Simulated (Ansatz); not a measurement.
**TiFe (Pm-3m): Grüneisen parameters**

Wanted: mode Grüneisen parameters of TiFe (Pm-3m).

Main program and level: Ansatz 0.2.0; DFT PBEsol, scalar-relativistic, plane waves, PAW; PAW set soft_1.

## Step 1: The structure

The structure is cubic, space group Pm-3m (No. 221). Conventional cell: a = 2.916 Å, b = 2.916 Å, c = 2.916 Å, α = 90.00°, β = 90.00°, γ = 90.00°. Ti has 8 Fe at 2.53 Å nearest. Nearest to Fe lie 8 Ti at 2.53 Å. Farther neighbours, and contacts between anions beyond the nearest, are not listed.

## Step 2: Response at finite wavevector

Stability and thermal properties need the whole zone. Linear response on a 4×4×4 q mesh gives force constants as far as a supercell of that size would.

Input file input.yaml:

```yaml
crystal:
  lattice:
    - [2.9160761982, 0.0, 0.0]
    - [0.0, 2.9160761982, 0.0]
    - [0.0, 0.0, 2.9160761982]
  atoms:
    - { symbol: Ti, position: [0.5, 0.5, 0.5] }
    - { symbol: Fe, position: [0.0, 0.0, 0.0] }
kpoints:
  mp_grid: { grid: [16, 16, 16] }
hamiltonian:
  xc: pbesol
  pseudopotentials: { kind: paw, azcp: { folder: soft_1 }, xc_functional: pbe }
scf:
  occupations: { method: methfessel_paxton, width: 0.2 }
output:
  eigenvalues: true
phonons:
  method: dfpt
  qmesh: [4, 4, 4]
  temperatures: { t_max: 1000, t_step: 50 }
  qpath:
    path:
      - [[0.0, 0.0, 0.0], [0.0, 0.5, 0.0], [0.5, 0.5, 0.0], [0.0, 0.0, 0.0], [0.5, 0.5, 0.5], [0.0, 0.5, 0.0]]
      - [[0.5, 0.5, 0.5], [0.5, 0.5, 0.0]]
    npoints: 10
```

Launch:

```
> ansatz run input.yaml --threads 4 --pin off --max-ram 10240MiB --backend cpu --events-out ev --progress --plain --runs-dir out
```

Standard output:

```text
Engine: ansatz 0.2.0, aarch64-unknown-linux-gnu
Pseudopotentials: kind: paw
Pseudopotential: Ti, paw, valence charge 12, recommended cutoff 420 eV (normal), soft_1/Ti.paw.azcp
Pseudopotential: Fe, paw, valence charge 16, recommended cutoff 420 eV (normal), soft_1/Fe.paw.azcp
Functional definition: PBEsol
  exchange = pbesol_x
  correlation = pbesol_c
Crystal: 2 atoms, lattice volume = 24.797 Å³
Basis set: ecut = 420 eV, 461 PW (Γ), exchange–correlation on 40×40×40 points (8 copies of the dense FFT grid, shifted against one another)
Bands: 18, of which v1, the nominal top of the filled ones, is band 14 counted from 1 (13 counted from 0)
Symmetry: 48 space group operations
k-points: 165 of 4096
Non-local potential: Ti, projectors of the file, l = 0: 3, l = 1: 2, l = 2: 3, l = 3: 1
Non-local potential: Fe, projectors of the file, l = 0: 3, l = 1: 2, l = 2: 3, l = 3: 1
PAW form: soft (Blöchl's): semilocal exchange-correlation on the pseudo side does not see the compensation charge
PAW frozen core: Ti, regenerated for the run's functional, and the local potential with it (the file was generated under x = pbe(κ = 0.804, μ = 0.219515), c = pbe(β = 0.066725))
PAW frozen core: Fe, regenerated for the run's functional, and the local potential with it (the file was generated under x = pbe(κ = 0.804, μ = 0.219515), c = pbe(β = 0.066725))
PAW one-centre angular grid: Ti, 590 points (default); XC on 64 Gauss nodes
PAW one-centre angular grid: Fe, 590 points (default); XC on 64 Gauss nodes
Initial density: superposition of atomic densities (chi_scale 0.1, normalization cell, long waves kept (reshape's long-wave potential 0.00 eV rms))
Initial wavefunctions: pseudopotential atomic-orbital guess
Functional: x = pbesol(κ = 0.804, μ = 0.123457), c = pbesol(β = 0.046)
SCF iter   1: F=—  HF=-6924.295843 eV  |F-HF|=—  |Δ(HF+E_count)|=         —  Δρ=1.13e-1  dr2=1.94e0  ethr=3.10e-3  ⟨swp⟩=3.2  Hψ=10463  notcnv=0
preconditioner: auto → none  [metal: Δε(μ)=0.046 eV  Ē_g=4.311 eV  σ=0.200 eV  W_gap=0.19  n_scr=6 (ndim 8)  ℏωp=25.8 eV  f_vac=0.000  D(μ)=0.20/eV (n_scr^D=0)  sad-step TF]
SCF iter   2: F=—  HF=-6923.836800 eV  |F-HF|=—  |Δ(HF+E_count)|=   4.59e-1  S|Δr|=    0.00e0  Δρ=4.73e-2  dr2=6.57e-1  ethr=3.10e-3  ⟨swp⟩=4.8  Hψ=19249  notcnv=0
automatic band count: the SCF goes on with 22 bands, as 18 were too few: they end inside the smearing window of the response
SCF iter   3: F=—  HF=-6923.723120 eV  |F-HF|=—  |Δ(HF+E_count)|=   1.14e-1  S|Δr|=    0.00e0  Δρ=2.85e-2  dr2=2.43e-1  ethr=2.35e-3  ⟨swp⟩=2.0  Hψ=5794  notcnv=0  defer=276
SCF iter   4: F=—  HF=-6923.704437 eV  |F-HF|=—  |Δ(HF+E_count)|=   1.87e-2  S|Δr|=    0.00e0  Δρ=2.32e-3  dr2=1.07e-3  ethr=8.69e-4  ⟨swp⟩=2.0  Hψ=4057  notcnv=0  defer=277
SCF iter   5: F=—  HF=-6923.704385 eV  |F-HF|=—  |Δ(HF+E_count)|=   5.21e-5  S|Δr|=    0.00e0  Δρ=3.78e-4  dr2=2.48e-5  ethr=3.81e-6  ⟨swp⟩=2.1  Hψ=3984  notcnv=0  defer=276
SCF iter   6: F=—  HF=-6923.704378 eV  |F-HF|=—  |Δ(HF+E_count)|=   6.80e-6  S|Δr|=    0.00e0  Δρ=1.58e-4  dr2=7.26e-6  ethr=8.87e-8  ⟨swp⟩=2.6  Hψ=5305  notcnv=0  defer=276
SCF iter   7: F=—  HF=-6923.704374 eV  |F-HF|=—  |Δ(HF+E_count)|=   4.36e-6  S|Δr|=    0.00e0  Δρ=3.58e-6  dr2=9.65e-10  ethr=2.59e-8  ⟨swp⟩=1.0  Hψ=3278  notcnv=0  defer=276
SCF iter   8: F=—  HF=-6923.704373 eV  |F-HF|=—  |Δ(HF+E_count)|=   8.37e-7  S|Δr|=    0.00e0  Δρ=1.13e-6  dr2=2.33e-10  ethr=3.45e-12  ⟨swp⟩=2.2  Hψ=5726  notcnv=0  defer=276
SCF iter   9: F=-6923.704373 eV  HF=-6923.704373 eV  |F-HF|=9.09e-12  |Δ(HF+E_count)|=  9.09e-13  S|Δr|=    0.00e0  Δρ=2.01e-7  dr2=7.78e-12  ethr=1.00e-12  ⟨swp⟩=8.0  Hψ=17359  notcnv=0
SCF 1 converged in 9 iterations: F = -6923.704373 eV  dr2 = 7.78e-12
  greatest PAW one-centre occupation: 1.000 electrons in one spin orbital (limit 2), on the Fe atom at site 1 (counted from 0), in its partial waves of l = 0
Initial density: read from a saved state, or passed on in memory by an earlier SCF of this step, an earlier step, the calling program or the single point that the run made first
iter 1 solved again at ethr=1.57e-9 eV; its pass at ethr=3.10e-3 eV (dr2=4.39e-7 eV) is discarded
SCF iter   1: F=—  HF=-6923.704373 eV  |F-HF|=—  |Δ(HF+E_count)|=         —  Δρ=1.75e-7  dr2=1.08e-11  ethr=1.57e-9  ⟨swp⟩=3.5  Hψ=20786  notcnv=0
preconditioner: auto → none  [metal: Δε(μ)=0.063 eV  Ē_g=3.893 eV  σ=0.200 eV  W_gap=0.26  n_scr=6 (ndim 8)  ℏωp=25.8 eV  f_vac=0.000  D(μ)=0.46/eV (n_scr^D=0)]
SCF iter   2: F=—  HF=-6923.704373 eV  |F-HF|=—  |Δ(HF+E_count)|=  7.06e-10  S|Δr|=    0.00e0  Δρ=2.34e-7  dr2=1.55e-11  ethr=1.00e-12  ⟨swp⟩=2.2  Hψ=5224  notcnv=0
SCF iter   3: F=-6923.704373 eV  HF=-6923.704373 eV  |F-HF|=6.37e-12  |Δ(HF+E_count)|=  1.82e-12  S|Δr|=    0.00e0  Δρ=1.52e-7  dr2=6.71e-12  ethr=1.00e-12  ⟨swp⟩=1.2  Hψ=6739  notcnv=0
SCF 2 converged in 3 iterations: F = -6923.704373 eV  dr2 = 6.71e-12
phonons: the bands overlap, so this run is a metal and interpolates without the dipole-dipole term. If the crystal is really an insulator or semiconductor, its LO-TO splitting is missing
NSCF: frozen V_eff on 165 k-points
NSCF: frozen V_eff on 405 k-points
DFPT response loops at q = (0, 0, 0) (fractional): preconditioner auto → Kerker (q_TF=auto, 2.784 Å⁻¹) (partly filled bands, converged f_vac=0.000); β = 1.00, the filter's whole step (`scf.mixing.beta` (0.50) is not read by the response loops under this deck's `scf.mixing.preconditioner`; to damp them name `kerker` or `kerker_dos`, under which they read `scf.mixing.beta`, and type it under 1.00, their step now; both keys bind the ground state too); Broyden in place of MSR1
NSCF: frozen V_eff on 2592 k-points
DFPT response loops at q = (0, 0, 0.25) (fractional): mixed as the last ones told, above
NSCF: frozen V_eff on 1458 k-points
DFPT response loops at q = (0, 0, -0.5) (fractional): mixed as the last ones told, above
NSCF: frozen V_eff on 4608 k-points
DFPT response loops at q = (0, 0.25, 0.25) (fractional): mixed as the last ones told, above
NSCF: frozen V_eff on 2592 k-points
DFPT response loops at q = (0, 0.25, -0.5) (fractional): mixed as the last ones told, above
NSCF: frozen V_eff on 1458 k-points
DFPT response loops at q = (0, -0.5, -0.5) (fractional): mixed as the last ones told, above
NSCF: frozen V_eff on 4352 k-points
DFPT response loops at q = (0.25, 0.25, 0.25) (fractional): mixed as the last ones told, above
NSCF: frozen V_eff on 4608 k-points
DFPT response loops at q = (0.25, 0.25, -0.5) (fractional): mixed as the last ones told, above
NSCF: frozen V_eff on 2592 k-points
DFPT response loops at q = (0.25, -0.5, -0.5) (fractional): mixed as the last ones told, above
NSCF: frozen V_eff on 810 k-points
DFPT response loops at q = (-0.5, -0.5, -0.5) (fractional): mixed as the last ones told, above
SCF converged after 9 iterations
Stability not checked: this state was not tested for a lower state beside it, because cold or Methfessel-Paxton smearing, or corrected tetrahedra, fill the levels in a way that the test cannot read (fill_not_monotonic; see scf.lower_state_search)
Free energy (F): -6923.704373 eV
Harris-Foulkes:  -6923.704373 eV  (|F-HF|=9.09e-12)
Internal energy: -6923.707275 eV  (E = F + TS)
E sigma→0 (E₀):  -6923.705099 eV
Entropy (-TS):   0.002902 eV (1.451 meV/atom)
Fermi energy:    18.001546 eV
--- Per-component energies (eV) ---
  E_band       = -324.861331
  E_kinetic    = 619.246311
  E_local      = -2965.323649  (includes V_loc(G=0)·N_el)
  E_nonlocal   = 350.099867
  E_hartree    = 1229.976721
  E_xc         = -228.023739
  E_vxc        = -290.577191  (∫ρ·V_xc dr)
  E_paw        = -2367.557943  (= ΣΔE_a)
  E_vpaw       = -498.259254  (= ΣTr[D̂ρ^β])
  E_aug_tail   = -0.001008  (compensation charges beyond the density's cutoff)
  E_ewald      = -3562.442420
  E_core_change = 0.318586  (= ΣΔE_core)
  E_smearing   = 0.002902  (= −TS)
  E_closure    = 0.000000  (closes the sum)
  Σ components = -6923.704373   (vs F -6923.704373, Δ=0.00e0)
--- Band table (eV; the first three rows and the last of 165) ---
  k-point 0: bands = [... 10 lower, 14.0222, 16.9571, 16.9571, 16.9571, 19.3354, 19.3354, 21.3866, 21.3866, ... 4 higher]
  k-point 1: bands = [... 10 lower, 14.0679, 16.9508, 16.9508, 16.9760, 19.2829, 19.3558, 21.2567, 21.2567, ... 4 higher]
  k-point 2: bands = [... 10 lower, 14.1965, 16.9343, 16.9343, 17.0311, 19.1283, 19.4105, 20.9166, 20.9166, ... 4 higher]
  k-point 164: bands = [... 10 lower, 15.8023, 15.9819, 15.9819, 15.9819, 18.0865, 18.0865, 21.7082, 21.7082, ... 4 higher]
--- Phonons (Γ-DFPT): 2 representative perturbations + reference (Σ response iterations 6) ---
  ASR residual: 1.225e-4 → 0.000e0 eV/Å²; symmetrization residual: 2.026e-6 eV/Å²
  ASR residual per site (eV/Å²): 5.21e-6 1.22e-4
  Γ frequencies (cm⁻¹): 0.00 0.00 0.00 251.25 251.25 251.25
--- Phonons (arbitrary-q DFPT): 10 irreducible q on the 4×4×4 mesh ---
  q = [0.0000, 0.0000, 0.0000] (star 1, of the zone-centre solve; hermiticity 6.77e-7, symmetrization 5.48e-12): -0.00 0.00 0.00 251.25 251.25 251.25
  q = [0.0000, 0.0000, 0.2500] (star 6, 4 solved perturbations in 4032 linear systems a pass and spin channel, the states on 1296 of 4096 k-point pairs; hermiticity 6.45e-7, symmetrization 3.04e-14): 96.23 96.23 193.21 236.08 236.08 336.39
  q = [0.0000, 0.0000, -0.5000] (star 3, 4 solved perturbations in 2268 linear systems a pass and spin channel, the states on 729 of 4096 k-point pairs; hermiticity 7.73e-7, symmetrization 3.39e-7): 155.45 155.45 210.52 210.52 268.19 393.36
  q = [0.0000, 0.2500, 0.2500] (star 12, 4 solved perturbations in 7056 linear systems a pass and spin channel, the states on 2304 of 4096 k-point pairs; hermiticity 4.37e-7, symmetrization 9.28e-14): 131.46 167.25 229.18 233.72 283.51 311.16
  q = [0.0000, 0.2500, -0.5000] (star 12, 6 solved perturbations on 1296 of 4096 k-point pairs; hermiticity 2.83e-7, symmetrization 2.82e-7): 168.31 213.20 224.07 227.98 274.64 350.44
  q = [0.0000, -0.5000, -0.5000] (star 3, 4 solved perturbations in 2268 linear systems a pass and spin channel, the states on 729 of 4096 k-point pairs; hermiticity 1.89e-7, symmetrization 7.82e-12): 177.96 211.54 241.27 241.27 313.19 313.19
  q = [0.2500, 0.2500, 0.2500] (star 8, 2 solved perturbations on 2176 of 4096 k-point pairs; hermiticity 6.02e-7, symmetrization 2.70e-13): 195.47 195.47 246.41 274.54 274.54 286.80
  q = [0.2500, 0.2500, -0.5000] (star 12, 4 solved perturbations in 7056 linear systems a pass and spin channel, the states on 2304 of 4096 k-point pairs; hermiticity 5.97e-7, symmetrization 5.04e-7): 229.33 234.59 241.72 244.60 274.02 325.39
  q = [0.2500, -0.5000, -0.5000] (star 6, 4 solved perturbations in 4032 linear systems a pass and spin channel, the states on 1296 of 4096 k-point pairs; hermiticity 3.42e-7, symmetrization 4.70e-8): 247.00 248.75 252.22 252.22 310.75 310.75
  q = [-0.5000, -0.5000, -0.5000] (star 1, 2 solved perturbations on 405 of 4096 k-point pairs; hermiticity 2.12e-9, symmetrization 1.06e-9): 269.84 269.84 269.84 304.58 304.58 304.58
  sum rule: each row above includes the acoustic sum rule's correction from the zone centre's row sums; it moved no ω² by more than (0.77 cm⁻¹)²
  mesh force constants: q→R imaginary residual 8.23e-19; ASR residual 1.225e-4 → 0.000e0 eV/Å²; symmetrization residual 7.105e-15 eV/Å²
  interpolated dispersion: 62 rows × 6 modes
  density of states and harmonic sums: on the 24×24×24 q-mesh, interpolated from the force constants of a 4×4×4 supercell (no non-analytic term)
  largest difference from the sums on the solved wave vectors: F 9.61e-3 eV, S 1.36e-5 and C_V 4.02e-6 eV/K
  zero-point energy: 0.089489 eV/cell   skipped modes (ω ≤ 0): 3   left out of the sums: 3.62e-5 of the cell's modes: C_V's classical limit lies that fraction below 3 k_B per atom; for a crystal, a wire or a layer, F and S can be off by more, and a phonons.interpolated_qmesh denser along its periods is the remedy for the sampling
```

It took 13 min on 4 threads of Arm Neoverse N1, shared host; peak memory 3.2 GiB.

Reading the cycles: dr2 is the Hartree energy of the density residual (eV), the measure of convergence; HF is the Harris–Foulkes estimate of the energy, which meets the free energy F at convergence.

This run has no spin polarisation, although Fe can carry a moment.

Numbers from this step:

* volume per atom: 12.40 Å³
* gap on the k-mesh: 0 eV
* sum-rule residual before enforcement: 1.22e-4 eV/Å²
* lowest frequency on the path: 0 cm⁻¹
* point group: m-3m
* highest frequency on path, mesh or solved points: 393.4 cm⁻¹
* mean frequency: 240.6 cm⁻¹
* Debye temperature (second moment): 460 K
* logarithmic mean frequency: 231.8 cm⁻¹
* highest optical mode at the zone centre (no LO-TO term): 251.2 cm⁻¹
* lowest optical zone-centre mode: 251.2 cm⁻¹
* lowest mode on the q mesh (acoustic modes at Γ apart): 96.23 cm⁻¹
* zero-point energy per atom: 44.74 meV
* heat capacity at 300 K: 22.24 J/(mol atoms K)
* vibrational entropy at 300 K: 23.71 J/(mol atoms K)

Frequencies (cm⁻¹) solved at each irreducible wavevector; negative means imaginary. Frequencies by wavevector, by row:

```csv
q in reciprocal lattice units,star,mode 1,mode 2,mode 3,mode 4,mode 5,mode 6
0 0 0,1,0,0,0,251.2,251.2,251.2
0 0 0.25,6,96.2,96.2,193.2,236.1,236.1,336.4
0 0 -0.5,3,155.4,155.4,210.5,210.5,268.2,393.4
0 0.25 0.25,12,131.5,167.2,229.2,233.7,283.5,311.2
0 0.25 -0.5,12,168.3,213.2,224.1,228,274.6,350.4
0 -0.5 -0.5,3,178,211.5,241.3,241.3,313.2,313.2
0.25 0.25 0.25,8,195.5,195.5,246.4,274.5,274.5,286.8
0.25 0.25 -0.5,12,229.3,234.6,241.7,244.6,274,325.4
0.25 -0.5 -0.5,6,247,248.8,252.2,252.2,310.8,310.8
-0.5 -0.5 -0.5,1,269.8,269.8,269.8,304.6,304.6,304.6
```

Symmetry leaves 10 wavevectors to solve. The lowest mode among them, the acoustic zeros apart, lies at q = (0, 0, 0.25) and is real, 96.2 cm⁻¹.

## Step 3: Relaxing at another volume, volume ratio 0.97

The volume is scaled by 0.97 and held; symmetry leaves nothing to relax, so this is a single point. The modes can then be followed against volume.

input.yaml, the sections that differ from step 2:

```yaml
crystal:
  lattice:
    - [2.8866188691, 0.0, 0.0]
    - [0.0, 2.8866188691, 0.0]
    - [0.0, 0.0, 2.8866188691]
  atoms:
    - { symbol: Ti, position: [0.5, 0.5, 0.5] }
    - { symbol: Fe, position: [0.0, 0.0, 0.0] }
output:
  forces: true
  stress: true
  eigenvalues: true
  write_density: true
  write_potential: true
  elf: true
  volumetric_format: npy
# kpoints, hamiltonian, scf: as in step 2
# phonons: removed
```

Standard output:

```text
[...]
Crystal: 2 atoms, lattice volume = 24.053 Å³
Basis set: ecut = 420 eV, 461 PW (Γ), exchange–correlation on 40×40×40 points (8 copies of the dense FFT grid, shifted against one another)
Bands: 18, of which v1, the nominal top of the filled ones, is band 14 counted from 1 (13 counted from 0)
Symmetry: 48 space group operations
[...]
k-points: 165 of 4096
[...]
--- Band table (eV; the first three rows and the last of 165) ---
  k-point 0: bands = [... 10 lower, 14.4922, 17.5567, 17.5567, 17.5567, 20.0257, 20.0257, 22.1627, 22.1627]
  k-point 1: bands = [... 10 lower, 14.5410, 17.5502, 17.5502, 17.5764, 19.9703, 20.0473, 22.0267, 22.0267]
  k-point 2: bands = [... 10 lower, 14.6788, 17.5333, 17.5333, 17.6337, 19.8073, 20.1059, 21.6711, 21.6711]
  k-point 164: bands = [... 10 lower, 16.3862, 16.5477, 16.5477, 16.5477, 18.7415, 18.7415, 22.4958, 22.4958]
[key lines of the parts left out:]
SCF converged after 9 iterations
Free energy (F): -6923.688917 eV
Fermi energy:    18.643406 eV
P = ⅓ Tr σ = 6.8415 GPa (68.415 kbar)
```

Run time: 2.6 s. Hardware: 4 threads; peak memory 0.37 GiB.

Numbers from this step:

| Quantity | Value |
| --- | --- |
| pressure | 6.841 GPa |
| volume per atom | 12.03 Å³ |

Electrostatic potential energy in the ac plane at fractional y = 0.000, with atoms of Fe within 0.2 Å of it. With pseudopotentials it is smooth inside the atoms' cores, unlike the true potential.

Values in eV, 15 rows by 15 columns:
```
-40 -40 -36 -25  -7  11  18  20  20  18  11  -7 -25 -36 -40
-38 -36 -29 -17   1  14  18  20  20  18  14   1 -17 -29 -36
-28 -25 -17  -4  10  17  19  20  20  19  17  10  -4 -17 -25
-10  -7   1  10  16  18  19  19  19  19  18  16  10   1  -7
 10  11  14  17  18  18  19  19  19  19  18  18  17  14  11
 18  18  18  19  19  19  18  18  18  18  19  19  19  18  18
 20  20  20  20  19  19  18  18  18  18  19  19  20  20  20
 20  20  20  20  19  19  18  18  18  18  19  19  20  20  20
 18  18  18  19  19  19  18  18  18  18  19  19  19  18  18
 10  11  14  17  18  18  19  19  19  19  18  18  17  14  11
-10  -7   1  10  16  18  19  19  19  19  18  16  10   1  -7
-28 -25 -17  -4  10  17  19  20  20  19  17  10  -4 -17 -25
-38 -36 -29 -17   1  14  18  20  20  18  14   1 -17 -29 -36
-40 -40 -36 -25  -7  11  18  20  20  18  11  -7 -25 -36 -40
-40 -40 -38 -28 -10  10  18  20  20  18  10 -10 -28 -38 -40
```
Columns run along a (2.9 Å; values clipped at the 3rd and 97th percentile), rows up along c (2.9 Å). Atoms in or near the plane, at fractional coordinates: Fe at (0.00, 0.00).

Valence density in the ac plane at fractional y = 0.000, with atoms of Fe within 0.2 Å of it. It is the smooth field of the valence electrons, not physical close to the nuclei.

Values in e/Å³, 15 rows by 15 columns:
```
26 21 11  4  1  0  0  0  0  0  0  1  4 11 21
14 11  6  2  1  0  0  0  0  0  0  1  2  6 11
 4  4  2  1  1  0  0  0  0  0  0  1  1  2  4
 1  1  1  1  0  0  0  0  0  0  0  0  1  1  1
 0  0  0  0  0  0  0  0  0  0  0  0  0  0  0
 0  0  0  0  0  0  0  0  0  0  0  0  0  0  0
 0  0  0  0  0  0  0  0  0  0  0  0  0  0  0
 0  0  0  0  0  0  0  0  0  0  0  0  0  0  0
 0  0  0  0  0  0  0  0  0  0  0  0  0  0  0
 0  0  0  0  0  0  0  0  0  0  0  0  0  0  0
 1  1  1  1  0  0  0  0  0  0  0  0  1  1  1
 4  4  2  1  1  0  0  0  0  0  0  1  1  2  4
14 11  6  2  1  0  0  0  0  0  0  1  2  6 11
26 21 11  4  1  0  0  0  0  0  0  1  4 11 21
32 26 14  4  1  0  0  0  0  0  0  1  4 14 26
```
Columns run along a (2.9 Å), rows up along c (2.9 Å). Atoms in or near the plane, at fractional coordinates: Fe at (0.00, 0.00).

ELF in the ac plane at fractional y = 0.000, with atoms of Fe within 0.2 Å of it. It is the smooth field of the valence electrons, not physical close to the nuclei.

Values, 15 rows by 15 columns:
```
0.88 0.81 0.58 0.31 0.16 0.14 0.29 0.50 0.50 0.29 0.14 0.16 0.31 0.58 0.81
0.64 0.58 0.45 0.30 0.19 0.19 0.35 0.51 0.51 0.35 0.19 0.19 0.30 0.45 0.58
0.31 0.31 0.30 0.25 0.21 0.26 0.41 0.50 0.50 0.41 0.26 0.21 0.25 0.30 0.31
0.15 0.16 0.19 0.21 0.25 0.35 0.43 0.46 0.46 0.43 0.35 0.25 0.21 0.19 0.16
0.12 0.14 0.19 0.26 0.35 0.40 0.40 0.39 0.39 0.40 0.40 0.35 0.26 0.19 0.14
0.27 0.29 0.35 0.41 0.43 0.40 0.34 0.30 0.30 0.34 0.40 0.43 0.41 0.35 0.29
0.49 0.50 0.51 0.50 0.46 0.39 0.30 0.25 0.25 0.30 0.39 0.46 0.50 0.51 0.50
0.49 0.50 0.51 0.50 0.46 0.39 0.30 0.25 0.25 0.30 0.39 0.46 0.50 0.51 0.50
0.27 0.29 0.35 0.41 0.43 0.40 0.34 0.30 0.30 0.34 0.40 0.43 0.41 0.35 0.29
0.12 0.14 0.19 0.26 0.35 0.40 0.40 0.39 0.39 0.40 0.40 0.35 0.26 0.19 0.14
0.15 0.16 0.19 0.21 0.25 0.35 0.43 0.46 0.46 0.43 0.35 0.25 0.21 0.19 0.16
0.31 0.31 0.30 0.25 0.21 0.26 0.41 0.50 0.50 0.41 0.26 0.21 0.25 0.30 0.31
0.64 0.58 0.45 0.30 0.19 0.19 0.35 0.51 0.51 0.35 0.19 0.19 0.30 0.45 0.58
0.88 0.81 0.58 0.31 0.16 0.14 0.29 0.50 0.50 0.29 0.14 0.16 0.31 0.58 0.81
0.93 0.88 0.64 0.31 0.15 0.12 0.27 0.49 0.49 0.27 0.12 0.15 0.31 0.64 0.88
```
Columns run along a (2.9 Å), rows up along c (2.9 Å). Atoms in or near the plane, at fractional coordinates: Fe at (0.00, 0.00).

[end of part 1 of 2]

[Long decimals in the printed logs are rounded to 6 places.]

[Logs are printed without paths, hosts, clocks, repeated set-up lines and the standing remarks that a program may print on its own settings, such as how far it seeks lower states.]

[Hosts, paths, dates, database ids (printed as entryN), source tags and the programs' standing remarks are cut or masked in the printed files.]

[Where the starting crystal was built by hand or by swapping elements, it need not be the compound's stable phase.]
